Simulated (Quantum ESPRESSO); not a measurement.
## Tl3Si (Pm-3m): zone-centre phonons

Which modes does Tl3Si (Pm-3m) have at the zone centre?

Method: DFT LDA, scalar-relativistic, plane waves, PseudoDojo norm-conserving pseudopotentials, in Quantum ESPRESSO 7.5.

The structure was built from a prototype and need not be the compound's stable phase.

## (1) The starting structure

The structure is cubic, space group Pm-3m (No. 221). Conventional cell: a = 4.609 Å, b = 4.609 Å, c = 4.609 Å, α = 90.00°, β = 90.00°, γ = 90.00°. Nearest to Si lie 12 Tl at 3.26 Å. Nearest to Tl lie 4 Si at 3.26 Å and 8 Tl at 3.26 Å. Farther neighbours are not listed.

## (2) A first look

A cheap run with smearing and empty bands tells whether the crystal has a gap, which decides between fixed occupations and smearing later on.

Contents of probe.in:

```
 &control
    calculation='scf',
    prefix='x',
    outdir='./tmp',
    pseudo_dir='./pseudo',
    tprnfor=.true.,
    tstress=.true.,
    verbosity='high',
 /
 &system
    ibrav=1,
    celldm(1)=8.71009052,
    nat=4,
    ntyp=2,
    ecutwfc=62.0,
    occupations='smearing',
    smearing='gaussian',
    degauss=0.01,
 /
 &electrons
    conv_thr=1.0d-07,
    mixing_beta=0.7,
    electron_maxstep=100,
 /
ATOMIC_SPECIES
 Si     28.0850  Si.upf
 Tl    204.3800  Tl.upf
ATOMIC_POSITIONS crystal
 Si     0.000000000   0.000000000   0.000000000
 Tl     0.000000000   0.500000000   0.500000000
 Tl     0.500000000   0.000000000   0.500000000
 Tl     0.500000000   0.500000000   0.000000000
K_POINTS automatic
 4 4 4 0 0 0
```

The run is started by

```sh
OMP_NUM_THREADS=1 mpirun -n 4 pw.x -nk 4 -in probe.in > probe.out
```

The log of the run:

```text
[banners, grids, parts of the stress and lines that vanish by symmetry left out]
Program PWSCF v.7.5
     bravais-lattice index     =            1
     lattice parameter (alat)  =       8.7101  a.u.
[...]
kinetic-energy cutoff     =      62.0000  Ry
     charge density cutoff     =     248.0000  Ry
     scf convergence threshold =      1.0E-07
[...]
Exchange-correlation= SLA  PW   NOGX NOGC
                           (   1   4   0   0   0   0   0)
[...]
48 Sym. Ops., with inversion, found
[...]
(     0          1          0      )
                  (     0          0          1      )
[...]
(  0.0000000  1.0000000  0.0000000 )
                  (  0.0000000  0.0000000  1.0000000 )
[...]
(     0         -1          0      )
                  (     0          0          1      )
[...]
(     1          0          0      )
[...]
( -1.0000000  0.0000000  0.0000000 )
                  (  0.0000000  1.0000000  0.0000000 )
[...]
number of k points=    10  Gaussian smearing, width (Ry)=  0.0100
[...]
End of self-consistent calculation
[...]
the Fermi energy is    10.7772 ev
!    total energy              =    -372.46959185 Ry
[...]
convergence has been achieved in   7 iterations
[...]
atom    1 type  1   force =     0.00000000    0.00000000    0.00000000
     atom    2 type  2   force =     0.00000000    0.00000000    0.00000000
     atom    3 type  2   force =     0.00000000    0.00000000    0.00000000
     atom    4 type  2   force =     0.00000000    0.00000000    0.00000000
[...]
Total force =     0.000000     Total SCF correction =     0.000000
[...]
total   stress  (Ry/bohr**3)                   (kbar)     P=       -4.78
[...]
XML data file, charge density, pseudopotentials, collected wavefunctions

   JOB DONE.
```

The job ended after 6.2 s (4 MPI ranks of Arm Neoverse V2, shared host; 24 s of CPU time).

Read from the output:

```yaml
volume_per_atom: 24.48 Å³
pressure: -0.4780 GPa
gap_on_the_k_mesh: 0 eV
```

No gap opens on this mesh, so smearing is kept; the start stands at -0.48 GPa.

## (3) Relaxation

The relaxation runs at a cutoff a fifth above that of the response, since stress converges more slowly with the basis than frequencies do. Forces and stress are brought to rest with tight thresholds.

Contents of relax.in:

```
 &control
    calculation='vc-relax',
    prefix='x',
    outdir='./tmp',
    pseudo_dir='./pseudo',
    tprnfor=.true.,
    tstress=.true.,
    forc_conv_thr=2.0d-05,
    etot_conv_thr=1.0d-07,
    nstep=40,
 /
 &system
    ibrav=1,
    celldm(1)=8.71009052,
    nat=4,
    ntyp=2,
    ecutwfc=74,
    occupations='smearing',
    smearing='mv',
    degauss=0.02,
 /
 &electrons
    conv_thr=1.0d-11,
    mixing_beta=0.7,
    electron_maxstep=100,
 /
 &ions
 /
 &cell
    press_conv_thr=0.2,
 /
ATOMIC_SPECIES
 Si     28.0850  Si.upf
 Tl    204.3800  Tl.upf
ATOMIC_POSITIONS crystal
 Si     0.000000000   0.000000000   0.000000000
 Tl     0.000000000   0.500000000   0.500000000
 Tl     0.500000000   0.000000000   0.500000000
 Tl     0.500000000   0.500000000   0.000000000
K_POINTS automatic
 8 8 8 0 0 0
```

The run is started by

```sh
OMP_NUM_THREADS=1 mpirun -n 4 pw.x -nk 4 -in relax.in > relax.out
```

The log of the run:

```text
[banners, grids, parts of the stress and lines that vanish by symmetry left out]
[banner, memory and clock lines left out]
Program PWSCF v.7.5

[...]
kinetic-energy cutoff     =      74.0000  Ry
     charge density cutoff     =     296.0000  Ry
     scf convergence threshold =      1.0E-11
[...]
energy convergence thresh.=      1.0E-07
     force convergence thresh. =      2.0E-05
     press convergence thresh. =      2.0E-01
     Exchange-correlation= SLA  PW   NOGX NOGC
                           (   1   4   0   0   0   0   0)
[...]
48 Sym. Ops., with inversion, found
[...]
number of k points=    35  Marzari-Vanderbilt smearing, width (Ry)=  0.0200
[...]
End of self-consistent calculation
[...]
the Fermi energy is    10.7667 ev
!    total energy              =    -372.48317442 Ry
[...]
convergence has been achieved in  10 iterations
[...]
atom    1 type  1   force =     0.00000000    0.00000000    0.00000000
     atom    2 type  2   force =     0.00000000    0.00000000    0.00000000
     atom    3 type  2   force =     0.00000000    0.00000000    0.00000000
     atom    4 type  2   force =     0.00000000    0.00000000    0.00000000
     Total force =     0.000000     Total SCF correction =     0.000000
[...]
total   stress  (Ry/bohr**3)                   (kbar)     P=       -0.62
[...]
number of bfgs steps    =   0
[...]
CELL_PARAMETERS (alat=  8.71009052)
[...]
ATOMIC_POSITIONS (crystal)
Si               0.0000000000        0.0000000000        0.0000000000
Tl               0.0000000000        0.5000000000        0.5000000000
Tl               0.5000000000        0.0000000000        0.5000000000
Tl               0.5000000000        0.5000000000        0.0000000000
[...]
New effective cutoffs (rho, wfc):  295.63   74.01
[...]
End of self-consistent calculation
[...]
the Fermi energy is    10.7716 ev
!    total energy              =    -372.48317519 Ry
[...]
convergence has been achieved in   4 iterations
[...]
atom    1 type  1   force =     0.00000000    0.00000000    0.00000000
     atom    2 type  2   force =     0.00000000    0.00000000    0.00000000
     atom    3 type  2   force =     0.00000000    0.00000000    0.00000000
     atom    4 type  2   force =     0.00000000    0.00000000    0.00000000
     Total force =     0.000000     Total SCF correction =     0.000000
[...]
total   stress  (Ry/bohr**3)                   (kbar)     P=       -0.46
[...]
number of bfgs steps    =   1
[...]
CELL_PARAMETERS (alat=  8.71009052)
[...]
ATOMIC_POSITIONS (crystal)
[...]
New effective cutoffs (rho, wfc):  295.73   74.04
[...]
End of self-consistent calculation
[...]
the Fermi energy is    10.7791 ev
!    total energy              =    -372.48317590 Ry
[...]
convergence has been achieved in   5 iterations
[...]
atom    1 type  1   force =     0.00000000    0.00000000    0.00000000
     atom    2 type  2   force =     0.00000000    0.00000000    0.00000000
     atom    3 type  2   force =     0.00000000    0.00000000    0.00000000
     atom    4 type  2   force =     0.00000000    0.00000000    0.00000000
     Total force =     0.000000     Total SCF correction =     0.000000
[...]
total   stress  (Ry/bohr**3)                   (kbar)     P=       -0.21
[...]
number of bfgs steps    =   2
[...]
CELL_PARAMETERS (alat=  8.71009052)
[...]
ATOMIC_POSITIONS (crystal)
[...]
New effective cutoffs (rho, wfc):  295.81   74.06
[...]
End of self-consistent calculation
[...]
the Fermi energy is    10.7853 ev
!    total energy              =    -372.48317609 Ry
[...]
convergence has been achieved in   5 iterations
[...]
atom    1 type  1   force =     0.00000000    0.00000000    0.00000000
     atom    2 type  2   force =     0.00000000    0.00000000    0.00000000
     atom    3 type  2   force =     0.00000000    0.00000000    0.00000000
     atom    4 type  2   force =     0.00000000    0.00000000    0.00000000
     Total force =     0.000000     Total SCF correction =     0.000000
[...]
total   stress  (Ry/bohr**3)                   (kbar)     P=       -0.00
[...]
number of bfgs steps    =   3
[...]
small trust_radius: resetting bfgs history
[...]
CELL_PARAMETERS (alat=  8.71009052)
[...]
ATOMIC_POSITIONS (crystal)
[...]
New effective cutoffs (rho, wfc):  295.81   74.06
[...]
End of self-consistent calculation
[...]
the Fermi energy is    10.7854 ev
!    total energy              =    -372.48317609 Ry
[...]
convergence has been achieved in   1 iterations
[...]
atom    1 type  1   force =     0.00000000    0.00000000    0.00000000
     atom    2 type  2   force =     0.00000000    0.00000000    0.00000000
     atom    3 type  2   force =     0.00000000    0.00000000    0.00000000
     atom    4 type  2   force =     0.00000000    0.00000000    0.00000000
     Total force =     0.000000     Total SCF correction =     0.000000
[...]
total   stress  (Ry/bohr**3)                   (kbar)     P=       -0.00
[...]
bfgs converged in   5 scf cycles and   4 bfgs steps
[...]
End of BFGS Geometry Optimization
     Final enthalpy           =    -372.4831760883 Ry
     File ./tmp/x.bfgs deleted, as requested
[...]
CELL_PARAMETERS (alat=  8.71009052)
[...]
ATOMIC_POSITIONS (crystal)
[...]
Tl               0.5000000000        0.0000000000        0.5000000000
Tl               0.5000000000        0.5000000000        0.0000000000
[...]
Final scf calculation at the relaxed structure.
[...]
kinetic-energy cutoff     =      74.0000  Ry
     charge density cutoff     =     296.0000  Ry
     scf convergence threshold =      1.0E-13
[...]
press convergence thresh. =      2.0E-01
     Exchange-correlation= SLA  PW   NOGX NOGC
                           (   1   4   0   0   0   0   0)
[...]
48 Sym. Ops., with inversion, found
[...]
number of k points=    35  Marzari-Vanderbilt smearing, width (Ry)=  0.0200
[...]
c_bands:  1 eigenvalues not converged
[...]
End of self-consistent calculation
[...]
the Fermi energy is    10.7854 ev
!    total energy              =    -372.48317606 Ry
[...]
convergence has been achieved in  11 iterations
[...]
atom    1 type  1   force =     0.00000000    0.00000000    0.00000000
     atom    2 type  2   force =     0.00000000    0.00000000    0.00000000
     atom    3 type  2   force =     0.00000000    0.00000000    0.00000000
     atom    4 type  2   force =     0.00000000    0.00000000    0.00000000
     Total force =     0.000000     Total SCF correction =     0.000000
[...]
total   stress  (Ry/bohr**3)                   (kbar)     P=       -0.00
[...]
XML data file, charge density, pseudopotentials, collected wavefunctions
```

The job ended after 88 s (4 MPI ranks; 5.9 min of CPU time).

Little changed from the start: no atom moved by 0.005 Å and no cell edge by 0.1 %.

The last row of the table of steps is pw.x's closing run on a basis chosen anew for the final cell, so its energy can jump.

Read from the output:

| Property | Result |
| --- | --- |
| volume per atom | 24.45 Å³ |
| pressure | 0 GPa |

## (4) Ground state

The response is built on this ground state, so it is converged far tighter than an energy would need. Smearing stays on, as the first look found no gap above 0.3 eV.

Contents of scf.in:

```
 &control
    calculation='scf',
    prefix='x',
    outdir='./tmp',
    pseudo_dir='./pseudo',
    tprnfor=.true.,
    tstress=.true.,
 /
 &system
    ibrav=1,
    celldm(1)=8.70661992,
    nat=4,
    ntyp=2,
    ecutwfc=62.0,
    occupations='smearing',
    smearing='mv',
    degauss=0.02,
 /
 &electrons
    conv_thr=1.0d-12,
    mixing_beta=0.7,
    electron_maxstep=100,
 /
ATOMIC_SPECIES
 Si     28.0850  Si.upf
 Tl    204.3800  Tl.upf
ATOMIC_POSITIONS crystal
 Si     0.000000000   0.000000000   0.000000000
 Tl     0.000000000   0.500000000   0.500000000
 Tl     0.500000000   0.000000000   0.500000000
 Tl     0.500000000   0.500000000   0.000000000
K_POINTS automatic
 8 8 8 0 0 0
```

The run is started by

```sh
OMP_NUM_THREADS=1 mpirun -n 4 pw.x -nk 4 -in scf.in > scf.out
```

The log of the run:

```text
[banners, grids, parts of the stress and lines that vanish by symmetry left out]
[banner, memory and clock lines left out]
Program PWSCF v.7.5

[...]
kinetic-energy cutoff     =      62.0000  Ry
     charge density cutoff     =     248.0000  Ry
     scf convergence threshold =      1.0E-12
[...]
Exchange-correlation= SLA  PW   NOGX NOGC
                           (   1   4   0   0   0   0   0)
[...]
48 Sym. Ops., with inversion, found
[...]
number of k points=    35  Marzari-Vanderbilt smearing, width (Ry)=  0.0200
[...]
End of self-consistent calculation
[...]
the Fermi energy is    10.7854 ev
!    total energy              =    -372.48306886 Ry
[...]
convergence has been achieved in  10 iterations
[...]
atom    1 type  1   force =     0.00000000    0.00000000    0.00000000
     atom    2 type  2   force =     0.00000000    0.00000000    0.00000000
     atom    3 type  2   force =     0.00000000    0.00000000    0.00000000
     atom    4 type  2   force =     0.00000000    0.00000000    0.00000000
     Total force =     0.000000     Total SCF correction =     0.000000
[...]
total   stress  (Ry/bohr**3)                   (kbar)     P=       -0.26
[...]
XML data file, charge density, pseudopotentials, collected wavefunctions
```

Elapsed: 21 s, on 4 MPI ranks; 84 s of CPU time.

Numbers from this step:

* pressure: -0.02600 GPa

The cell stands at -0.026 GPa, close enough for phonons.

(Continued in part 2 of 2.)

[Host names and launcher messages were left out of these logs when they were recorded.]

[Logs are printed without paths, hosts, clocks, repeated set-up lines and the standing remarks that a program may print on its own settings, such as how far it seeks lower states.]

[Hosts, paths, dates, database ids (printed as entryN), source tags and the programs' standing remarks are cut or masked in the printed files.]
